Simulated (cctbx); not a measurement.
**Accept or mend?**

Cell a = 4.8500 Å, b = 4.8500 Å, c = 11.2580 Å, α = 90.00°, β = 90.00°, γ = 90.00°; space group P4/nmm (no. 129, origin choice 1). The compound is GdZr2Pb2.

The data are simulated with cctbx, not measured: synchrotron X-rays, λ = 0.7749 Å, to d = 0.84 Å, 95 % of the full sphere, strongest reflection 40000 counts, noise from counting, a 4 % proportional error and a noise floor of 15 counts (s.d.); no absorption.

An anisotropic refinement with weights 1/σ² prints:

```text
Rint 0.035, 173 unique reflections to 0.84 A
cycle     R1     wR2    GooF  max shift (A)
   1  0.4403  0.7794  37.314   0.11115
   8  0.2188  0.3913  18.732   0.00011
final R1 0.2188 wR2 0.3913 GooF 18.732  parameters 13  data/parameter 13.3
atom        x        y        z      Ueq    occ   su(xyz)  su(Uiso or U11)
Pb1    0.50000  0.00000  0.87104   0.0087  1.000  0.00076  0.0030
Pb2    0.50000  0.50000  0.50000   0.0256  1.000  0.00000  0.0042
Zr1    0.50000  0.00000  0.25621  -0.0264  1.000  0.00078  0.0031  NPD
Gd1    0.50000  0.00000  0.62305   0.9980  1.000  0.00913  0.3822
Zr2    0.50000  0.50000  0.00000   0.0247  1.000  0.00000  0.0076
difference map: max 71.05 min -8.37 rms 5.06
Q1    0.0000  0.5000  0.3755    2   71.80  0.02 A from Gd1
Q2    0.0000  0.5000  0.7485    2   58.44  0.05 A from Zr1
Q3    0.0000  0.5000  0.1257    2   48.67  0.04 A from Pb1
Q4    0.0000  0.0000  0.5000    2   34.54  0.00 A from Pb2
Q5    0.0000  0.0000  0.0000    2   29.02  0.00 A from Zr2
Q6    0.0000  0.5000  0.8701    2    7.27  1.42 A from Zr1
```

Q: Accept it or mend it, and why?

Mend it. The fault: elements exchanged: Gd1 is Zr and Zr1 is Gd. Against the right model at the same level, R1 goes from 0.0095 to 0.2188 and GooF from 0.97 to 18.73, U of Zr1 shrinks from 0.0157 to -0.0264 Å², the top difference peak, 71.8 e/Å³, lies on Gd1 and Zr1 goes non-positive-definite. Gd1 has 24 electrons too many and its U swells to shed them, as expected; Zr1 has 24 electrons too few and its U shrinks to make up, as expected.

The compound is GdZr2Pb2. The right model at the same level gives:

```text
Rint 0.035, 173 unique reflections to 0.84 A
cycle     R1     wR2    GooF  max shift (A)
   1  0.0472  0.1301   6.227   0.00830
   2  0.0095  0.0203   0.971   0.00000
final R1 0.0095 wR2 0.0203 GooF 0.971  parameters 13  data/parameter 13.3
atom        x        y        z      Ueq    occ   su(xyz)  su(Uiso or U11)
Pb1    0.50000  0.00000  0.87146   0.0147  1.000  0.00003  0.0001
Pb2    0.50000  0.50000  0.50000   0.0324  1.000  0.00000  0.0002
Gd1    0.50000  0.00000  0.25618   0.0157  1.000  0.00004  0.0002
Zr1    0.50000  0.00000  0.62437   0.0551  1.000  0.00017  0.0004
Zr2    0.50000  0.50000  0.00000   0.0238  1.000  0.00000  0.0003
difference map: max 0.84 min -0.84 rms 0.17
Q1    0.0000  0.5000  0.5558    2    0.84  2.03 A from Zr1
Q2    0.0000  0.0000  0.3148    4    0.56  2.08 A from Pb2
Q3    0.0852  0.4148  0.5228    8    0.55  1.76 A from Zr1
Q4    0.2029  0.2971  0.9090    8    0.54  2.02 A from Zr2
Q5    0.0000  0.5000  0.1770    2    0.52  0.55 A from Pb1
Q6    0.0000  0.1886  0.4623    8    0.51  1.01 A from Pb2
```

Isotropic U is held between 0.0001 and 1 Å² by the program, and listed peak heights are interpolated, so they can pass the grid's maximum.

This is a model crystal, built by substitution and not relaxed, with assumed displacement parameters.

[Middle refinement cycles are left out of these outputs.]

[Logs are printed without paths, hosts, clocks, repeated set-up lines and the standing remarks that a program may print on its own settings, such as how far it seeks lower states.]
